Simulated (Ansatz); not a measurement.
# SiPbS3 in P4bm, a phase reached by a soft mode: a soft mode frozen in, part 2 of 3

Aim: this structure of SiPbS3 in P4bm, a phase reached by a soft mode is to be tested for unstable modes, and one is followed downhill.

Ansatz 0.2.0; DFT PBEsol, scalar-relativistic, plane waves, PAW; PAW set soft_1.

So far. Step 4 (The mode frozen in, largest atomic shift 0.14 Å): The run ends at a pressure of 0.03 GPa, with forces up to 0.017 eV/Å.

The structure was built from a prototype and need not be the compound's stable phase.

## 5. Energy along the mode, all amplitudes (two of the runs are shown above)

An imaginary frequency means negative curvature, so the energy should fall and then rise again as anharmonic terms take over.

This step gave:

```yaml
depth_at_the_lowest_point_sampled: 0.173 meV/atom
largest_atomic_shift_at_that_point: 0.14 Å
```

Table of energy from the parent by largest atomic shift:

```tsv
largest atomic shift (Å)	energy from the parent (meV/atom)
0.000	0
0.040	-0.02
0.080	-0.074
0.140	-0.173
0.220	-0.144
0.320	0.828
0.450	5.88
```

Displacement at unit largest shift by atom:

```tsv
atom	x (Å)	y (Å)	z (Å)	size
Pb1	0.24	0.24	0.00	0.34
Pb2	0.10	0.10	0.00	0.13
Si3	-0.22	-0.16	0.00	0.27
Si4	-0.16	-0.22	0.00	0.27
S5	-0.56	-0.56	0.61	1.00
S6	-0.56	-0.56	-0.61	1.00
S7	-0.29	-0.29	0.00	0.42
S8	-0.29	-0.29	0.00	0.42
S9	-0.22	0.10	0.00	0.24
S10	0.10	-0.22	0.00	0.24
```

The lowest of the steps tried is at 0.14 Å, 0.173 meV/atom below the parent; the bottom of the well need not coincide with a step.

## 6. Relaxing from the distorted cell

Starting from the lowest point found, all atoms and the cell are let go, so that strain and other modes of the same symmetry can join in.

Contents of input.yaml:

```yaml
crystal:
  lattice:
    - [6.0501067086, 0.0, 0.0]
    - [0.0, 6.0501067086, 0.0]
    - [0.0, 0.0, 5.6184995175]
  atoms:
    - { symbol: Pb, position: [0.5055874816, 0.0055874816, 0.0522987014] }
    - { symbol: Pb, position: [0.0021945499, 0.5021945499, 0.0522987014] }
    - { symbol: Si, position: [-0.0050821858, -0.0037692744, 0.5753427921] }
    - { symbol: Si, position: [0.4962307256, 0.4949178142, 0.5753427921] }
    - { symbol: S, position: [0.1822427131, 0.6822427131, 0.4769053338] }
    - { symbol: S, position: [0.7917646331, 0.2917646331, 0.4466274036] }
    - { symbol: S, position: [0.2979345406, 0.1884126206, 0.4617663687] }
    - { symbol: S, position: [0.6884126206, 0.7979345406, 0.4617663687] }
    - { symbol: S, position: [-0.005135342, 0.0022404829, 0.9530377382] }
    - { symbol: S, position: [0.5022404829, 0.494864658, 0.9530377382] }
kpoints:
  mp_grid: { grid: [4, 4, 4] }
hamiltonian:
  xc: pbesol
  pseudopotentials: { kind: paw, azcp: { folder: soft_1 }, xc_functional: pbe }
scf:
  occupations: { method: fixed }
output:
  forces: true
  stress: true
  eigenvalues: true
relax:
  adjacent_minimum: "off"
  f_tol: 0.002
  max_steps: 120
  cell: { stress_tol: 0.03 }
```

Launch:

```
$ ansatz run input.yaml --threads 8 --pin off --max-ram 16384MiB --backend cpu --events-out ev --progress --plain --runs-dir out
```

Numbers of over 12 decimals in the logs are rounded to 6 here.

What it wrote:

```text
[...]
Crystal: 10 atoms, lattice volume = 205.658 Å³
Basis set: ecut = 420 eV, 4039 PW (Γ), exchange–correlation on 90×90×80 points (8 copies of the dense FFT grid, shifted against one another)
Bands: 46, of which v1, the nominal top of the filled ones, is band 36 counted from 1 (35 counted from 0)
Symmetry: 2 space group operations
[...]
k-points: 24 of 64 (time reversal used)
[...]
SCF iter   1: F=—  HF=-30072.522647 eV  |F-HF|=—  |Δ(HF+E_count)|=         —  Δρ=3.50e-2  dr2=3.70e0  ethr=3.10e-3  ⟨swp⟩=5.4  Hψ=4817  notcnv=0  defer=149
[...]
SCF iter   8: F=-30071.406234 eV  HF=-30071.406234 eV  |F-HF|=2.59e-8  |Δ(HF+E_count)|=   4.24e-8  Δρ=4.11e-6  dr2=5.97e-8  ethr=1.39e-10  ⟨swp⟩=15.5  Hψ=8250  notcnv=0
SCF 1 converged in 8 iterations: F = -30071.406234 eV  dr2 = 5.97e-8
[...]
relax step   1: F+E_penalty+E_count = -30071.40623388 eV  Δ(F+E_penalty+E_count) = +0.000e0 eV  max|allowed force component| = 1.592e-2 eV/Å  Δτ_max = 0.0000 Å  P = +0.030 GPa  Ω = 205.658 Å³  (8 SCF iters, dr2 threshold 1.00e-7 eV, accepted)
Crystal: 10 atoms, lattice volume = 206.175 Å³
Basis set: ecut = 420 eV, 4031 PW (Γ), exchange–correlation on 90×90×80 points (8 copies of the dense FFT grid, shifted against one another)
[...]
iter 1 solved again at ethr=4.68e-7 eV; its pass at ethr=3.10e-3 eV (dr2=3.37e-4 eV) is discarded
[...]
SCF iter   5: F=-30071.407223 eV  HF=-30071.407223 eV  |F-HF|=1.63e-8  |Δ(HF+E_count)|=   6.28e-8  Δρ=3.46e-6  dr2=4.06e-8  ethr=1.59e-10  ⟨swp⟩=14.7  Hψ=7423  notcnv=0
SCF 2 converged in 5 iterations: F = -30071.407223 eV  dr2 = 4.06e-8
relax step   2: F+E_penalty+E_count = -30071.40722329 eV  Δ(F+E_penalty+E_count) = -9.894e-4 eV  max|allowed force component| = 2.757e-2 eV/Å  Δτ_max = 0.0095 Å  P = -0.030 GPa  Ω = 206.175 Å³  energy of the carried Pulay correction = -7.637e-5 eV  (5 SCF iters, dr2 threshold 1.14e-7 eV, accepted)
Crystal: 10 atoms, lattice volume = 206.049 Å³
[...]
SCF iter   5: F=-30071.407667 eV  HF=-30071.407667 eV  |F-HF|=4.34e-9  |Δ(HF+E_count)|=   1.83e-8  Δρ=2.24e-6  dr2=1.73e-8  ethr=6.60e-11  ⟨swp⟩=13.7  Hψ=7125  notcnv=0
SCF 3 converged in 5 iterations: F = -30071.407667 eV  dr2 = 1.73e-8
relax step   3: F+E_penalty+E_count = -30071.40766723 eV  Δ(F+E_penalty+E_count) = -4.439e-4 eV  max|allowed force component| = 2.048e-2 eV/Å  Δτ_max = 0.0087 Å  P = +0.020 GPa  Ω = 206.049 Å³  energy of the carried Pulay correction = -5.772e-5 eV  (5 SCF iters, dr2 threshold 4.75e-8 eV, accepted)
[... from here on, the SCF cycles and remarks between the steps are left out ...]
relax step   4: F+E_penalty+E_count = -30071.40830014 eV  Δ(F+E_penalty+E_count) = -6.329e-4 eV  max|allowed force component| = 1.719e-2 eV/Å  Δτ_max = 0.0203 Å  P = +0.033 GPa  Ω = 206.167 Å³  energy of the carried Pulay correction = -7.521e-5 eV  (6 SCF iters, dr2 threshold 2.62e-8 eV, accepted)
relax step   5: F+E_penalty+E_count = -30071.40883330 eV  Δ(F+E_penalty+E_count) = -5.332e-4 eV  max|allowed force component| = 1.780e-2 eV/Å  Δτ_max = 0.0220 Å  P = +0.039 GPa  Ω = 206.328 Å³  energy of the carried Pulay correction = -9.889e-5 eV  (6 SCF iters, dr2 threshold 1.85e-8 eV, accepted)
relax step   6: F+E_penalty+E_count = -30071.40926677 eV  Δ(F+E_penalty+E_count) = -4.335e-4 eV  max|allowed force component| = 2.395e-2 eV/Å  Δτ_max = 0.0222 Å  P = +0.013 GPa  Ω = 206.618 Å³  energy of the carried Pulay correction = -1.416e-4 eV  (6 SCF iters, dr2 threshold 2.25e-8 eV, accepted)
relax step   7: F+E_penalty+E_count = -30071.40951621 eV  Δ(F+E_penalty+E_count) = -2.494e-4 eV  max|allowed force component| = 1.973e-2 eV/Å  Δτ_max = 0.0106 Å  P = -0.005 GPa  Ω = 206.783 Å³  energy of the carried Pulay correction = -1.660e-4 eV  (5 SCF iters, dr2 threshold 3.58e-8 eV, accepted)
relax step   8: F+E_penalty+E_count = -30071.40959805 eV  Δ(F+E_penalty+E_count) = -8.185e-5 eV  max|allowed force component| = 1.254e-2 eV/Å  Δτ_max = 0.0051 Å  P = -0.013 GPa  Ω = 206.839 Å³  energy of the carried Pulay correction = -1.742e-4 eV  (5 SCF iters, dr2 threshold 2.43e-8 eV, accepted)
relax step   9: F+E_penalty+E_count = -30071.40959932 eV  Δ(F+E_penalty+E_count) = -1.268e-6 eV  max|allowed force component| = 9.499e-3 eV/Å  Δτ_max = 0.0057 Å  P = +0.011 GPa  Ω = 206.793 Å³  energy of the carried Pulay correction = -1.674e-4 eV  (6 SCF iters, dr2 threshold 9.82e-9 eV, rejected (line search))
relax step  10: F+E_penalty+E_count = -30071.40965779 eV  Δ(F+E_penalty+E_count) = -5.974e-5 eV  max|allowed force component| = 6.424e-3 eV/Å  Δτ_max = 0.0028 Å  P = +0.001 GPa  Ω = 206.850 Å³  energy of the carried Pulay correction = -1.758e-4 eV  (8 SCF iters, accepted)
relax step  11: F+E_penalty+E_count = -30071.40966577 eV  Δ(F+E_penalty+E_count) = -7.981e-6 eV  max|allowed force component| = 1.699e-3 eV/Å  Δτ_max = 0.0011 Å  P = -0.004 GPa  Ω = 206.847 Å³  energy of the carried Pulay correction = -1.754e-4 eV  (4 SCF iters, dr2 threshold 2.58e-9 eV, accepted)
[...]
SCF iter   1: F=—  HF=-30071.409917 eV  |F-HF|=—  |Δ(HF+E_count)|=         —  Δρ=1.41e-5  dr2=5.00e-8  ethr=9.35e-7  ⟨swp⟩=4.0  Hψ=7951  notcnv=0  defer=192
eigensolver tolerance schedule: the retry pair's looser diagonalisation over-reported the residual by 13456.86 of it (diagonalisation noise at an unbounded share of the residual, at the tolerance the schedule requests for it); recorded, not acted on — ethr = c·dr2/N_el stays at c = 1.0e-1
[...]
SCF iter   2: F=—  HF=-30071.409844 eV  |F-HF|=—  |Δ(HF+E_count)|=   7.30e-5  Δρ=7.32e-6  dr2=1.45e-8  ethr=6.95e-11  ⟨swp⟩=4.0  Hψ=2939  notcnv=0  defer=191
[...]
SCF iter   5: F=-30071.409844 eV  HF=-30071.409844 eV  |F-HF|=7.28e-12  |Δ(HF+E_count)|=  2.91e-11  Δρ=8.72e-8  dr2=1.63e-11  ethr=1.00e-12  ⟨swp⟩=16.4  Hψ=7500  notcnv=0
SCF 12 converged in 5 iterations: F = -30071.409844 eV  dr2 = 1.63e-11
relax step  12: F+E_penalty+E_count = -30071.40984366 eV  Δ(F+E_penalty+E_count) = -1.779e-4 eV  max|allowed force component| = 1.689e-3 eV/Å  Δτ_max = 0.0000 Å  P = -0.003 GPa  Ω = 206.847 Å³  stress off target by 5.59e-3 GPa  SCF on the basis re-selected at this cell (its energy is not comparable with the rows above)  (5 SCF iters)
basis re-selected at this cell: Δ(F+E_penalty+E_count) = -1.779e-4 eV, ΔP = +0.000 GPa vs the last step (what re-selecting the basis moved, of the pressure what is left beyond the Pulay correction that the steps carried, after the strain that the cell walked since its last selection, with what the two solves' SCF thresholds leave and, on support functions, any second-order correction that the steps lacked; it is no m [...]
SCF converged after 5 iterations
Free energy (F): -30071.409844 eV
[...]
Internal energy: -30071.409844 eV  (E = F + TS)
E sigma→0 (E₀):  -30071.409844 eV
Fermi energy:    7.768145 eV
[...]
--- Forces (eV/Å), atoms counted from 1 ---
  atom   1  Pb    -0.00007476    -0.00007476    -0.00003975
  atom   2  Pb    -0.00031896    -0.00031896    -0.00140709
  atom   3  Si     0.00134818    -0.00164882     0.00168911
  atom   4  Si    -0.00164882     0.00134818     0.00168911
  atom   5  S      0.00056234     0.00056234     0.00087196
  atom   6  S     -0.00075753    -0.00075753     0.00014661
  atom   7  S      0.00069644     0.00010801    -0.00070266
  atom   8  S      0.00010801     0.00069644    -0.00070266
  atom   9  S      0.00001458     0.00007080    -0.00077181
  atom  10  S      0.00007080     0.00001458    -0.00077181
  max |Σ_I F_I| component: 9.99e-7 eV/Å
--- Stress (GPa, compression-positive) ---
       -0.005039       0.000554      -0.000059
        0.000554      -0.005039      -0.000059
       -0.000059      -0.000059      -0.000237
  P = ⅓ Tr σ = -0.0034 GPa (-0.034 kbar)
--- Band table (eV; the first three rows and the last of 24) ---
  k-point 0: bands = [... 32 lower, 5.9768, 6.7426, 7.4557, 7.6064, 8.9814, 9.9181, 10.8177, 10.9423, ... 6 higher]
  k-point 1: bands = [... 32 lower, 6.4994, 6.7598, 7.5916, 7.6982, 9.0232, 10.3904, 10.8844, 10.9270, ... 6 higher]
  k-point 2: bands = [... 32 lower, 6.8412, 6.8864, 7.7107, 7.7681, 9.2300, 9.7499, 10.9605, 11.1409, ... 6 higher]
  k-point 23: bands = [... 32 lower, 6.3390, 6.3633, 6.8656, 6.9436, 9.7807, 9.9174, 10.3456, 10.4023, ... 6 higher]
--- Relaxed structure (11 steps of the walk, 10 accepted, 1 SCFs on fresh bases) ---
  F+E_penalty+E_count = -30071.40984366 eV   max|allowed force component| = 1.689e-3 eV/Å   (the final SCF, on the basis selected at the relaxed cell)
  cell:  # Å, volume = 206.8472 Å³
    - [6.049244, -0.00171232, -0.025916]
    - [-0.00171232, 6.049244, -0.025916]
    - [-0.024067, -0.024067, 5.652796]
  atoms:
    - { symbol: Pb, position: [0.514261, 0.014261, 0.055712] }
    - { symbol: Pb, position: [0.00554218, 0.505542, 0.056881] }
    - { symbol: Si, position: [-0.00677935, -0.0044133, 0.575220] }
    - { symbol: Si, position: [0.495587, 0.493221, 0.575220] }
    - { symbol: S, position: [0.177167, 0.677167, 0.486209] }
    - { symbol: S, position: [0.785359, 0.285359, 0.435557] }
    - { symbol: S, position: [0.294988, 0.185918, 0.461483] }
    - { symbol: S, position: [0.685918, 0.794988, 0.461483] }
    - { symbol: S, position: [-0.00363234, 0.00797959, 0.950329] }
    - { symbol: S, position: [0.507980, 0.496368, 0.950329] }
```

It took 31 s on 8 threads of Arm Neoverse V2, shared host; peak memory 0.79 GiB; 3.7 min of CPU time.

Step by step:

```tsv
step	energy less that of the first step (eV)	largest force component (eV/Å)	pressure (GPa)	volume (Å³)
1	0.0000	0.0159	0.03	205.66
2	-0.0010	0.0276	-0.03	206.18
3	-0.0014	0.0205	0.02	206.05
4	-0.0021	0.0172	0.03	206.17
5	-0.0026	0.0178	0.04	206.33
6	-0.0030	0.0239	0.01	206.62
7	-0.0033	0.0197	0.00	206.78
8	-0.0034	0.0125	-0.01	206.84
9	-0.0034	0.0095	0.01	206.79
10	-0.0034	0.0064	0.00	206.85
11	-0.0034	0.0017	0.00	206.85
12*	-0.0036	0.0017	0.00	206.85
```

Relaxation steps marked * repeat the geometry before them on a plane-wave basis chosen anew for their cell, so energy and pressure can jump there. Relaxation step 9 was tried and not accepted.

The run keeps the 2 symmetry operations that it works with, so distortions that break them were not tested.

```tsv
cell as run	before	after	change
a (Å)	6.050	6.049	-0.0 %
b (Å)	6.050	6.049	-0.0 %
c (Å)	5.618	5.653	+0.6 %
α (°)	90.00	90.49	+0.5 %
β (°)	90.00	90.49	+0.5 %
γ (°)	90.00	90.03	+0.0 %
volume (Å³/atom)	20.57	20.68	+0.6 %
```

The atoms that moved most (Å, as changes of fractional coordinates times the final cell):

```tsv
atom	dx	dy	dz	length
S6	-0.038	-0.038	-0.062	0.083
Pb1	0.052	0.052	0.019	0.076
S5	-0.031	-0.031	0.053	0.069
S9	0.009	0.035	-0.016	0.039
S10	0.035	0.009	-0.016	0.039
Pb2	0.020	0.020	0.026	0.038
S8	-0.015	-0.018	-0.001	0.023
S7	-0.018	-0.015	-0.001	0.023
```

This step gave:

```
pressure          : -0.003438 GPa
gap on the k-mesh : 1.213 eV
volume per atom   : 20.68 Å³
```

The distorted start has space group Cm; the relaxation ends in Cm.

## 7. The new phase in its own primitive cell

The relaxed structure is symmetrised, reduced to its primitive cell and relaxed tightly, as its phonons need.

Contents of input.yaml:

```yaml
crystal:
  lattice:
    - [4.2763292649, -4.2786723264, 0.0]
    - [4.2763292649, 4.2786723264, 0.0]
    - [-0.0682923999, 0.0, 5.6524860712]
  atoms:
    - { symbol: Pb, position: [0.0142609121, 0.0142609121, 0.0557118788] }
    - { symbol: Pb, position: [0.5055421843, 0.5055421843, 0.0568813141] }
    - { symbol: Si, position: [0.4932206464, 0.995586698, 0.5752204872] }
    - { symbol: Si, position: [0.995586698, 0.4932206464, 0.5752204872] }
    - { symbol: S, position: [0.6771672322, 0.6771672322, 0.4862087709] }
    - { symbol: S, position: [0.2853590529, 0.2853590529, 0.4355572203] }
    - { symbol: S, position: [0.7949880633, 0.1859181853, 0.4614832903] }
    - { symbol: S, position: [0.1859181853, 0.7949880633, 0.4614832903] }
    - { symbol: S, position: [0.4963676595, 0.0079795854, 0.9503285995] }
    - { symbol: S, position: [0.0079795854, 0.4963676595, 0.9503285995] }
kpoints:
  mp_grid: { grid: [4, 4, 4] }
hamiltonian:
  xc: pbesol
  pseudopotentials: { kind: paw, azcp: { folder: soft_1 }, xc_functional: pbe }
scf:
  occupations: { method: fixed }
output:
  forces: true
  stress: true
  eigenvalues: true
relax:
  adjacent_minimum: "off"
  f_tol: 0.001
  max_steps: 60
  cell: { stress_tol: 0.01 }
```

What it wrote:

```text
[...]
Crystal: 10 atoms, lattice volume = 206.847 Å³
Basis set: ecut = 420 eV, 4053 PW (Γ), exchange–correlation on 90×90×80 points (8 copies of the dense FFT grid, shifted against one another)
Bands: 46, of which v1, the nominal top of the filled ones, is band 36 counted from 1 (35 counted from 0)
Symmetry: 2 space group operations
[...]
k-points: 24 of 64 (time reversal used)
[...]
- { symbol: Si, position: [0.493250, 0.995576, 0.575242] }
    - { symbol: Si, position: [0.995576, 0.493250, 0.575242] }
    - { symbol: S, position: [0.677164, 0.677164, 0.486216] }
    - { symbol: S, position: [0.285346, 0.285346, 0.435581] }
    - { symbol: S, position: [0.795009, 0.185922, 0.461471] }
    - { symbol: S, position: [0.185922, 0.795009, 0.461471] }
    - { symbol: S, position: [0.496384, 0.00796941, 0.950329] }
    - { symbol: S, position: [0.00796941, 0.496384, 0.950329] }
[key lines of the parts left out:]
SCF converged after 7 iterations
Free energy (F): -30071.409846 eV
Fermi energy:    7.769211 eV
P = ⅓ Tr σ = 0.0001 GPa (0.001 kbar)
```

It took 11 s on 8 threads; peak memory 0.78 GiB.

Little changed from the start: no atom moved by 0.005 Å and no cell edge by 0.1 %.

Numbers from this step:

* pressure: 6.72e-5 GPa
* direct gap on mesh: 1.325 eV

The largest force component left is 0.99 meV/Å and the pressure is 0.000 GPa, within the tolerances set. The cell now holds 20.68 Å³/atom.

[end of part 2 of 3]

[Logs are printed without paths, hosts, clocks, repeated set-up lines and the standing remarks that a program may print on its own settings, such as how far it seeks lower states.]

[Hosts, paths, dates, database ids (printed as entryN), source tags and the programs' standing remarks are cut or masked in the printed files.]
